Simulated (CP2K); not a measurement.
Two runs for the C K edge of 2-vinylpyrrole. Run A: CP2K XAS_TDP, all-electron GAPW, PBEh(45%), aug-cc-pVDZ, TDA, no relativity. Run B differs in one setting.

First lines with a strength over 0.0015. A:

```csv
atom,energy (eV),states,"strength, one atom"
C1 (bonded to C and 2 H),280.69,1,0.0471
,283.97,1,0.0059
,284.41,1,0.0109
,284.83,1,0.0048
,285.50,1,0.0020
C2 (bonded to 2 C and H),281.25,1,0.0467
,284.23,1,0.0135
,285.38,1,0.0024
,285.58,1,0.0072
,286.17,1,0.0028
C3 (bonded to 2 C and N),282.57,1,0.0342
,285.05,1,0.0212
,285.86,1,0.0025
,286.27,1,0.0045
,286.36,1,0.0034
C4 (bonded to 2 C and H),281.56,1,0.0405
,283.99,1,0.0066
,284.22,1,0.0050
,284.41,1,0.0034
,285.18,1,0.0020
C5 (bonded to 2 C and H),282.27,1,0.0521
,283.93,1,0.0075
,284.48,1,0.0022
,285.47,1,0.0015
,285.53,1,0.0029
"C6 (bonded to C, N and H)",282.48,1,0.0497
,284.55,1,0.0103
,285.05,1,0.0041
,285.46,1,0.0022
,286.31,2,0.0036
```

B:

```
                     atom  energy (eV)  states  strength, one atom
 C1 (bonded to C and 2 H)       280.67       1              0.0468
                                285.43       1              0.0236
                                285.70       1              0.0243
                                287.15       1              0.0053
                                288.26       1              0.0067
 C2 (bonded to 2 C and H)       281.35       1              0.0457
                                285.38       1              0.0303
                                285.94       1              0.0112
                                287.23       1              0.0023
                                287.57       1              0.0027
 C3 (bonded to 2 C and N)       282.67       1              0.0330
                                285.48       1              0.0237
                                286.76       1              0.0122
                                286.79       1              0.0074
                                287.12       1              0.0165
 C4 (bonded to 2 C and H)       281.63       1              0.0404
                                284.50       1              0.0057
                                285.45       1              0.0227
                                286.21       1              0.0072
                                286.62       1              0.0066
 C5 (bonded to 2 C and H)       282.39       1              0.0511
                                285.44       1              0.0229
                                286.73       1              0.0075
                                287.50       1              0.0047
                                287.62       1              0.0145
C6 (bonded to C, N and H)       282.51       1              0.0489
                                285.38       1              0.0041
                                285.91       1              0.0266
                                287.19       1              0.0126
                                288.42       1              0.0173
```

Q: Which was it: the basis, the functional, scalar relativity switched on, GW2X switched on?

The basis (basis from aug-cc-pVDZ to 6-31G*; the lines alone don't name the new value). A basis moves diffuse and continuum lines far more than the leading valence line. Against PBEh(45%) in aug-cc-pVDZ, the leading lines move by -0.02 eV (C1, to 280.67), +0.10 eV (C2, to 281.35), +0.10 eV (C3, to 282.67), +0.07 eV (C4, to 281.63), +0.12 eV (C5, to 282.39) and +0.03 eV (C6, to 282.51). The next line of C1 over the strength cut lies 4.76 eV higher, against 3.28.

[Banner, clock and machine lines of the logs are left out without a mark of their own.]

[Logs are printed without paths, hosts, clocks, repeated set-up lines and the standing remarks that a program may print on its own settings, such as how far it seeks lower states.]

[Hosts, paths, dates, database ids (printed as entryN), source tags and the programs' standing remarks are cut or masked in the printed files.]
